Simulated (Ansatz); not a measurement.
# How Co(0001) screens a field, part 2 of 2

Wanted: the response of a Co(0001) slab to a perpendicular field.

Ansatz 0.2.0; plane-wave DFT, PBE, Ansatz PAW.

So far. Step 6 (Atoms held, field -0.1 V/Å): The dipole is -0.0410 e·Å.

**7. Single point, field 0.2 V/Å**

input.yaml reads:

```yaml
crystal:
  lattice:
    - [2.51, 0.0, 0.0]
    - [1.255, 2.1737237635, 0.0]
    - [0.0, 0.0, 28.17805]
  atoms:
    - { symbol: Co, position: [0.6666666667, 0.6666666667, 0.3193975453], spin: 1.7 }
    - { symbol: Co, position: [0.0, 0.0, 0.3916385272], spin: 1.7 }
    - { symbol: Co, position: [0.6666666667, 0.6666666667, 0.4638795091], spin: 1.7 }
    - { symbol: Co, position: [0.0, 0.0, 0.5361204909], spin: 1.7 }
    - { symbol: Co, position: [0.6666666667, 0.6666666667, 0.6083614728], spin: 1.7 }
    - { symbol: Co, position: [0.0, 0.0, 0.6806024547], spin: 1.7 }
magnetization:
  spin_polarized: true
kpoints:
  mp_grid: { grid: [24, 24, 1] }
hamiltonian:
  xc: pbe
scf:
  occupations: { method: fermi_dirac, width: 0.1 }
  convergence: { dr2_threshold: 1.0e-10 }
efield:
  axis: 3
  dipole_correction: true
  ramp_position: 0.97
  ramp_width: 0.06
  amplitude: 0.2
output:
  forces: true
  write_potential: true
  write_density: true
  volumetric_format: npy
```

Run with:

```sh
$ ansatz run input.yaml --threads 4 --pin off --max-ram 6144MiB --backend cpu --events-out ev --progress --plain --runs-dir out
```

Standard output:

```text
[...]
Crystal: 6 atoms, lattice volume = 153.741 Å³
Basis set: ecut = 420 eV, 3017 PW (Γ), exchange–correlation on 36×36×384 points (8 copies of the dense FFT grid, shifted against one another)
Bands: 68, of which v1, the nominal top of the filled ones, is band 51 counted from 1 (50 counted from 0)
Symmetry: 6 space group operations
[...]
k-point 1 ↑: bands = [... 47 lower, 3.2676, 3.2703, 3.5061, 3.5171, 3.7823, 3.8026, 3.9584, 4.0164, ... 13 higher]
  k-point 2 ↑: bands = [... 47 lower, 3.2175, 3.2389, 3.4498, 3.4856, 3.6274, 3.7551, 3.7880, 4.0126, ... 13 higher]
  k-point 60 ↓: bands = [... 47 lower, 5.9104, 5.9173, 6.0238, 6.0725, 6.0728, 6.1596, 6.1598, 10.5056, ... 13 higher]
[key lines of the parts left out:]
SCF converged after 19 iterations
Magnetization: 10.0492 μB (56.0246 up, 45.9754 down)
Free energy (F): -30755.499291 eV
Fermi energy:    5.143779 eV
Dipole field:    D = 0.096547 V/Å  (p = 0.082028 e·Å, saw-weighted, corrected)
```

The job ended after 55 s (4 threads of Intel Xeon Platinum 8559C (Emerald Rapids), shared host; peak memory 1.3 GiB).

The dipole is 0.0820 e·Å.

**8. Atoms held, field -0.2 V/Å**

Changes to input.yaml since step 7:

```diff
@@ -26,3 +26,3 @@
   ramp_width: 0.06
-  amplitude: 0.2
+  amplitude: -0.2
 output:
```

Standard output:

```text
[...]
Crystal: 6 atoms, lattice volume = 153.741 Å³
Basis set: ecut = 420 eV, 3017 PW (Γ), exchange–correlation on 36×36×384 points (8 copies of the dense FFT grid, shifted against one another)
Bands: 68, of which v1, the nominal top of the filled ones, is band 51 counted from 1 (50 counted from 0)
Symmetry: 6 space group operations
[...]
k-point 1 ↑: bands = [... 47 lower, 3.2676, 3.2703, 3.5061, 3.5171, 3.7823, 3.8026, 3.9584, 4.0164, ... 13 higher]
  k-point 2 ↑: bands = [... 47 lower, 3.2175, 3.2389, 3.4498, 3.4856, 3.6274, 3.7551, 3.7880, 4.0126, ... 13 higher]
  k-point 60 ↓: bands = [... 47 lower, 5.9104, 5.9173, 6.0238, 6.0725, 6.0728, 6.1596, 6.1598, 10.5056, ... 13 higher]
[key lines of the parts left out:]
SCF converged after 19 iterations
Magnetization: 10.0492 μB (56.0246 up, 45.9754 down)
Free energy (F): -30755.499291 eV
Fermi energy:    5.143778 eV
Dipole field:    D = -0.096546 V/Å  (p = -0.082028 e·Å, saw-weighted, corrected)
```

Wall time 57 s (4 threads); peak memory 1.3 GiB; 3.6 min of CPU time.

The dipole is -0.0820 e·Å.

**9. Single point, field 0.4 V/Å**

Changes to input.yaml since step 8:

```diff
@@ -26,3 +26,3 @@
   ramp_width: 0.06
-  amplitude: -0.2
+  amplitude: 0.4
 output:
@@ -32 +32,2 @@
   volumetric_format: npy
+  elf: true
```

Standard output:

```text
[...]
Crystal: 6 atoms, lattice volume = 153.741 Å³
Basis set: ecut = 420 eV, 3017 PW (Γ), exchange–correlation on 36×36×384 points (8 copies of the dense FFT grid, shifted against one another)
Bands: 68, of which v1, the nominal top of the filled ones, is band 51 counted from 1 (50 counted from 0)
Symmetry: 6 space group operations
[...]
k-point 1 ↑: bands = [... 47 lower, 3.2620, 3.2647, 3.5005, 3.5114, 3.7765, 3.7969, 3.9522, 4.0109, ... 13 higher]
  k-point 2 ↑: bands = [... 47 lower, 3.2118, 3.2333, 3.4439, 3.4800, 3.6211, 3.7496, 3.7823, 4.0069, ... 13 higher]
  k-point 60 ↓: bands = [... 47 lower, 5.9014, 5.9152, 6.0182, 6.0668, 6.0674, 6.1539, 6.1544, 10.5001, ... 13 higher]
[key lines of the parts left out:]
SCF converged after 19 iterations
Magnetization: 10.0497 μB (56.0248 up, 45.9752 down)
Free energy (F): -30755.523905 eV
Fermi energy:    5.138237 eV
Dipole field:    D = 0.193186 V/Å  (p = 0.164136 e·Å, saw-weighted, corrected)
```

Wall time 61 s (4 threads); peak memory 1.3 GiB; 3.8 min of CPU time.

Running mean over 2.03561 Å of the planar mean, with the applied field; the ramp of the sawtooth is left out. Table of electron's electrostatic potential energy less the Fermi level by z:

| z (Å) | electron's electrostatic potential energy less the Fermi level (eV) |
| --- | --- |
| 3.5 | 3.48 |
| 4.0 | 3.68 |
| 4.5 | 3.88 |
| 5.0 | 4.08 |
| 5.5 | 4.26 |
| 6.0 | 4.40 |
| 6.5 | 4.42 |
| 7.0 | 4.00 |
| 7.5 | 1.84 |
| 8.0 | -3.48 |
| 8.5 | -8.57 |
| 9.0 | -10.3 |
| 9.5 | -10.5 |
| 10.0 | -10.5 |
| 10.5 | -10.5 |
| 11.0 | -10.5 |
| 11.5 | -10.5 |
| 12.0 | -10.5 |
| 12.5 | -10.5 |
| 13.0 | -10.5 |
| 13.5 | -10.5 |
| 14.0 | -10.5 |
| 14.5 | -10.5 |
| 15.0 | -10.5 |
| 15.5 | -10.5 |
| 16.0 | -10.5 |
| 16.5 | -10.5 |
| 17.0 | -10.5 |
| 17.5 | -10.5 |
| 18.0 | -10.5 |
| 18.5 | -10.5 |
| 19.0 | -10.4 |
| 19.5 | -9.56 |
| 20.0 | -5.54 |
| 20.5 | 0.334 |
| 21.0 | 3.90 |
| 21.5 | 4.94 |
| 22.0 | 5.36 |
| 22.5 | 5.62 |
| 23.0 | 5.83 |
| 23.5 | 6.04 |
| 24.0 | 6.24 |
| 24.5 | 6.44 |
| 25.0 | 6.64 |

The dipole is 0.164 e·Å.

**10. The response**

This step: plane-wave DFT, PBE, Ansatz PAW; screening of a field by a metal slab (Ansatz 0.2.0).

The dipoles give the slope, and the difference of two potentials shows where the field is screened.

This step gave:

- equivalent conductor thickness p/(ε₀AE): 13.60 Å
- distance between the outer atoms: 10.18 Å
- inner field over outer field: -7.89e-4
- image plane, upper face: 1.713 Å
- induced electrons on the upper face over ε₀E: -0.9997
- image plane, lower face: 1.711 Å
- induced electrons on the lower face over ε₀E: 1.0000

Table of dipole of the cell by applied field:

| applied field (V/Å) | dipole of the cell (e·Å) |
| --- | --- |
| -0.200 | -0.0820 |
| -0.100 | -0.0410 |
| -0.050 | -0.0205 |
| 0.000 | 2.3e-6 |
| 0.050 | 0.0205 |
| 0.100 | 0.0410 |
| 0.200 | 0.0820 |
| 0.400 | 0.164 |

The total moment stays at 10.0 μB for applied field from -0.2 to 0.4 V/Å.

Local field over the applied field, running mean. From the potentials at -0.05 and 0.05 V/Å; running mean over 2.03561 Å. The local field over applied field by z:

| z (Å) | local field over applied field |
| --- | --- |
| 4.5 | 0.995 |
| 5.0 | 0.988 |
| 5.5 | 0.969 |
| 6.0 | 0.926 |
| 6.5 | 0.834 |
| 7.0 | 0.667 |
| 7.5 | 0.437 |
| 8.0 | 0.223 |
| 8.5 | 0.0645 |
| 9.0 | -0.0101 |
| 9.5 | -0.0111 |
| 10.0 | 4.1e-4 |
| 10.5 | 0.00303 |
| 11.0 | 3.6e-4 |
| 11.5 | -9.5e-4 |
| 12.0 | -9.3e-4 |
| 12.5 | -0.00103 |
| 13.0 | -0.00127 |
| 13.5 | -8.2e-4 |
| 14.0 | -5.8e-4 |
| 14.5 | -6.7e-4 |
| 15.0 | -0.00118 |
| 15.5 | -0.00120 |
| 16.0 | -9.1e-4 |
| 16.5 | -9.5e-4 |
| 17.0 | -3.4e-4 |
| 17.5 | 0.00221 |
| 18.0 | 0.00209 |
| 18.5 | -0.00497 |
| 19.0 | -0.0167 |
| 19.5 | 0.0279 |
| 20.0 | 0.158 |
| 20.5 | 0.355 |
| 21.0 | 0.590 |
| 21.5 | 0.783 |
| 22.0 | 0.900 |
| 22.5 | 0.957 |
| 23.0 | 0.983 |
| 23.5 | 0.993 |
| 24.0 | 0.998 |

The induced electron density oscillates, so the rows of the table below give means over 1 Å (shorter at the two ends). Its distinct maxima (Å: e/Å³ per V/Å): 7.8: 0.00406, 19.5: 0.00127. Distinct minima: 8.7: -0.00127, 20.4: -0.00406.

Electrons, planar mean, per unit field. The induced electron density by z; means over each step:

| z (Å) | induced electron density (e/Å³ per V/Å) |
| --- | --- |
| 5 | 8.8e-5 |
| 6 | 5.2e-4 |
| 7 | 0.00225 |
| 8 | 0.00310 |
| 9 | -4.9e-4 |
| 10 | 6.2e-5 |
| 11 | -1.7e-5 |
| 12 | 2.2e-5 |
| 13 | -1.1e-5 |
| 14 | -1.9e-6 |
| 15 | 1.1e-5 |
| 16 | -1.9e-5 |
| 17 | 1.8e-5 |
| 18 | -8.6e-5 |
| 19 | 4.0e-4 |
| 20 | -0.00230 |
| 21 | -0.00272 |
| 22 | -6.9e-4 |
| 23 | -1.2e-4 |
| 24 | -2.4e-5 |

By hand: between -0.05 and 0.05 V/Å the dipole changes by 0.04101 e·Å, a slope of 0.4101 e·Å²/V. A perfect conductor of thickness t has p = ε₀AEt, so t = 180.95 × 0.4101 / 5.456 = 13.60 Å (e/ε₀ = 180.95 V·Å, A in Å²). Less the 10.18 Å between the outer atoms, and halved, that puts each image plane 1.71 Å out.

The induced dipole is that of a conductor 13.60 Å thick.

**11. The same run with other settings: scf.algorithm = "direct_min"**

This step: plane-wave DFT, PBE, Ansatz PAW (Ansatz 0.2.0).

A run with a changed input: it repeats the earlier run at 0.05 V/Å with scf.algorithm to direct_min.

Changes to input.yaml since step 9:

```diff
@@ -21,2 +21,3 @@
   convergence: { dr2_threshold: 1.0e-10 }
+  algorithm: direct_min
 efield:
@@ -26,3 +27,3 @@
   ramp_width: 0.06
-  amplitude: 0.4
+  amplitude: 0.05
 output:
@@ -32,2 +33 @@
   volumetric_format: npy
-  elf: true
```

Standard output:

```text
[...]
Crystal: 6 atoms, lattice volume = 153.741 Å³
Basis set: ecut = 420 eV, 3017 PW (Γ), exchange–correlation on 36×36×384 points (8 copies of the dense FFT grid, shifted against one another)
Bands: 68, of which v1, the nominal top of the filled ones, is band 51 counted from 1 (50 counted from 0)
Symmetry: 6 space group operations
k-points: 61 of 576 (time reversal used)
[...]
Starting moments: Σ|m| = 10.2 μB on 6 of 6 sites
[...]
iter 1 solved again at ethr=9.93e-3 eV; its pass at ethr=1.00e-1 eV (dr2=1.01e1 eV) is discarded
[...]
SCF iter  19: F=-30755.491601 eV  HF=-30755.491601 eV  |F-HF|=4.73e-11  |Δ(HF+E_count)|=  3.27e-11  Δρ=7.65e-8 (↑2.10e-8 ↓7.65e-8)  dr2=3.86e-11  dr2_m=1.16e-12  M=10.049 μB ∫|m|=11.097 μB  ethr=2.61e-12 (applied; sched 1.00e-12)  p=0.021 e·Å  D=2.41e-2 V/Å  ΔV_dip=-0.68 eV  dr2_dipole=1.03e-11  V_vac-E_F(+/−)=5.27/4.66 eV  ⟨swp⟩=2.0  Hψ=14932  notcnv=0
SCF 1 converged in 19 iterations: F = -30755.491601 eV  dr2 = 3.86e-11
  Residual-converged pass: ⟨swp⟩=4.2  Hψ=24618  notcnv=0  max |occ|·‖R‖ = 9.9e-9 eV (tolerance 1.0e-8 eV)  dr2=3.88e-11  dr2_m=1.15e-12  dr2_onsite=2.83e-12  max |Δocc| = 2.9e-9
[...]
SCF converged after 19 iterations
Magnetization: 10.0490 μB (56.0245 up, 45.9755 down)
Absolute magnetization: 11.0997 μB (∫|ρ↑−ρ↓|, with the PAW one-centre terms)
[...]
Per-site moments (μB) at R_I (Å): [(1.811174, 1.030734), (1.739521, 1.030734), (1.700236, 1.030734), (1.700229, 1.030734), (1.739756, 1.030734), (1.811446, 1.030734)]
Free energy (F): -30755.491601 eV
[...]
Internal energy: -30755.287734 eV  (E = F + TS)
E sigma→0 (E₀):  -30755.389667 eV
Entropy (-TS):   -0.203867 eV (-33.978 meV/atom)
Fermi energy:    5.145466 eV
Dipole field:    D = 0.024138 V/Å  (p = 0.020508 e·Å, saw-weighted, corrected)
Work function:   not extracted (applied field tilts the vacuum); planar V_es + V_field profile in the machine report
[...]
--- Forces (eV/Å), atoms counted from 1 ---
  atom   1  Co     0.00000000    -0.00000000     0.45192711
  atom   2  Co     0.00000000     0.00000000    -0.37454370
  atom   3  Co    -0.00000000    -0.00000000     0.14661139
  atom   4  Co     0.00000000     0.00000000    -0.14619692
  atom   5  Co    -0.00000000    -0.00000000     0.37609696
  atom   6  Co    -0.00000000     0.00000000    -0.45389584
  max |Σ_I F_I| component: 1.00e-6 eV/Å
--- Band table (eV; the first three rows and the last of 122) ---
  k-point 0 ↑: bands = [... 47 lower, 3.2845, 3.2845, 3.5159, 3.5159, 3.8097, 3.8097, 4.0341, 4.0341, ... 13 higher]
  k-point 1 ↑: bands = [... 47 lower, 3.2693, 3.2720, 3.5078, 3.5188, 3.7841, 3.8043, 3.9604, 4.0181, ... 13 higher]
  k-point 2 ↑: bands = [... 47 lower, 3.2193, 3.2406, 3.4515, 3.4873, 3.6294, 3.7567, 3.7897, 4.0143, ... 13 higher]
  k-point 60 ↓: bands = [... 47 lower, 5.9147, 5.9164, 6.0255, 6.0743, 6.0744, 6.1614, 6.1614, 10.5073, ... 13 higher]
```

The job ended after 4.1 min (4 threads; peak memory 3.3 GiB; 16 min of CPU time).

This step gave:

| Quantity | Value |
| --- | --- |
| energy at zero smearing | -30755.3897 eV |
| site moments | 1.811, 1.740, 1.700, 1.700, 1.740, 1.811 μB |
| dipole along the normal | 0.02051 e·Å |

Force by atom:

| atom | x (eV/Å) | y (eV/Å) | z (eV/Å) | size |
| --- | --- | --- | --- | --- |
| Co1 | 0.000 | 0.000 | 0.452 | 0.452 |
| Co2 | 0.000 | 0.000 | -0.375 | 0.375 |
| Co3 | 0.000 | 0.000 | 0.147 | 0.147 |
| Co4 | 0.000 | 0.000 | -0.146 | 0.146 |
| Co5 | 0.000 | 0.000 | 0.376 | 0.376 |
| Co6 | 0.000 | 0.000 | -0.454 | 0.454 |

| quantity | this run | earlier run | difference |
| --- | --- | --- | --- |
| dipole along the normal (e·Å) | 0.02051 | 0.02050 | 5.7e-6 |
| total moment (μB) | 10.05 | 10.05 | -4.4e-7 |

Nothing in the table moves by 0.01 in its unit (for the dipole 0.5 % and 5e-5 e·Å).

**12. The same run with other settings**

Another changed input: it repeats the earlier run at 0.05 V/Å with efield.dipole_correction from true to false.

Changes to input.yaml since step 11:

```diff
@@ -21,6 +21,5 @@
   convergence: { dr2_threshold: 1.0e-10 }
-  algorithm: direct_min
 efield:
   axis: 3
-  dipole_correction: true
+  dipole_correction: false
   ramp_position: 0.97
```

Standard output:

```text
[...]
Crystal: 6 atoms, lattice volume = 153.741 Å³
Basis set: ecut = 420 eV, 3017 PW (Γ), exchange–correlation on 36×36×384 points (8 copies of the dense FFT grid, shifted against one another)
Bands: 68, of which v1, the nominal top of the filled ones, is band 51 counted from 1 (50 counted from 0)
Symmetry: 6 space group operations
k-points: 61 of 576 (time reversal used)
[...]
Starting moments: Σ|m| = 10.2 μB on 6 of 6 sites
[...]
SCF iter   1: F=—  HF=-30753.140971 eV  |F-HF|=—  |Δ(HF+E_count)|=         —  Δρ=6.90e-2 (↑1.70e-2 ↓6.90e-2)  dr2=1.34e1  dr2_m=2.02e0  M=10.723 μB ∫|m|=11.098 μB  β_m=0.30  ethr=3.10e-3  p=0.000 e·Å  V_vac-E_F(+/−)=8.14/6.85 eV  ⟨swp⟩=10.2  Hψ=41293  notcnv=0  defer=172
[...]
SCF iter  20: F=-30755.492079 eV  HF=-30755.492079 eV  |F-HF|=3.64e-12  |Δ(HF+E_count)|=  1.20e-10  Δρ=2.54e-8 (↑1.86e-8 ↓2.54e-8)  dr2=1.71e-12  dr2_m=1.29e-13  M=10.049 μB ∫|m|=11.097 μB  ethr=1.00e-12  p=0.040 e·Å  V_vac-E_F(+/−)=5.55/4.36 eV  ⟨swp⟩=6.4  Hψ=37737  notcnv=0
SCF 1 converged in 20 iterations: F = -30755.492079 eV  dr2 = 1.71e-12
[...]
SCF converged after 20 iterations
[...]
Magnetization: 10.0490 μB (56.0245 up, 45.9755 down)
Absolute magnetization: 11.0997 μB (∫|ρ↑−ρ↓|, with the PAW one-centre terms)
[...]
Per-site moments (μB) at R_I (Å): [(1.811052, 1.030734), (1.739410, 1.030734), (1.700240, 1.030734), (1.700226, 1.030734), (1.739865, 1.030734), (1.811576, 1.030734)]
Free energy (F): -30755.492079 eV
[...]
Internal energy: -30755.288211 eV  (E = F + TS)
E sigma→0 (E₀):  -30755.390145 eV
Entropy (-TS):   -0.203868 eV (-33.978 meV/atom)
Fermi energy:    5.145160 eV
Dipole field:    D = 0.046652 V/Å  (p = 0.039637 e·Å, saw-weighted)
Work function:   not extracted (applied field tilts the vacuum); planar V_es + V_field profile in the machine report
[...]
--- Forces (eV/Å), atoms counted from 1 ---
  atom   1  Co     0.00000000     0.00000000     0.45092606
  atom   2  Co    -0.00000000     0.00000000    -0.37383374
  atom   3  Co    -0.00000000    -0.00000000     0.14679889
  atom   4  Co     0.00000000     0.00000000    -0.14599823
  atom   5  Co    -0.00000000    -0.00000000     0.37683770
  atom   6  Co    -0.00000000    -0.00000000    -0.45473019
  max |Σ_I F_I| component: 5.03e-7 eV/Å
--- Band table (eV; the first three rows and the last of 122) ---
  k-point 0 ↑: bands = [... 47 lower, 3.2842, 3.2842, 3.5156, 3.5156, 3.8094, 3.8094, 4.0338, 4.0338, ... 13 higher]
  k-point 1 ↑: bands = [... 47 lower, 3.2690, 3.2717, 3.5075, 3.5185, 3.7837, 3.8040, 3.9600, 4.0178, ... 13 higher]
  k-point 2 ↑: bands = [... 47 lower, 3.2190, 3.2403, 3.4512, 3.4870, 3.6290, 3.7564, 3.7894, 4.0140, ... 13 higher]
  k-point 60 ↓: bands = [... 47 lower, 5.9136, 5.9169, 6.0252, 6.0740, 6.0741, 6.1611, 6.1612, 10.5070, ... 13 higher]
```

The job ended after 59 s (4 threads; peak memory 1.3 GiB; 3.7 min of CPU time).

| quantity | this run | earlier run | difference |
| --- | --- | --- | --- |
| dipole along the normal (e·Å) | 0.03964 | 0.02050 | 0.019 |
| total moment (μB) | 10.05 | 10.05 | 3.0e-5 |

With the dipole correction off, the periodic images add a field of their own to the typed one.

What moves beyond 0.01 in its unit (for the dipole 0.5 % and 5e-5 e·Å): dipole along the normal (+0.0191 e·Å).

These numbers are not those of the isolated slab.

**13. Outcome**

```yaml
work_function: 4.98 eV
image_plane_upper_face: 1.71 Å
induced_electrons_on_the_upper_face_over_eps_0e: -1.000
equivalent_conductor_thickness_p_eps_0ae: 13.6 Å
inner_field_over_outer_field: -7.9e-4
```

**Reading.** The induced charge has its centre 1.71 Å outside the outermost atoms; this is the plane from which a capacitor's gap or an image potential counts. The equivalent conductor thickness exceeds the distance between the outer atoms by 3.42 Å, about the sum of the two image-plane distances. In the middle of the slab the field is screened to under 0.5 % of its outer value. The atoms are held at bulk positions with the tabulated experimental lattice constant. The magnetic order is the one reached from the typed start; other orders were not compared.

[Long decimals in the printed logs are rounded to 6 places.]

[Logs are printed without paths, hosts, clocks, repeated set-up lines and the standing remarks that a program may print on its own settings, such as how far it seeks lower states.]

[Hosts, paths, dates, database ids (printed as entryN), source tags and the programs' standing remarks are cut or masked in the printed files.]

[Maps of the electrostatic potential energy from Ansatz leave out the sawtooth potential of an applied field or a dipole correction, so their vacuum need not be flat; planar profiles and work functions include it.]
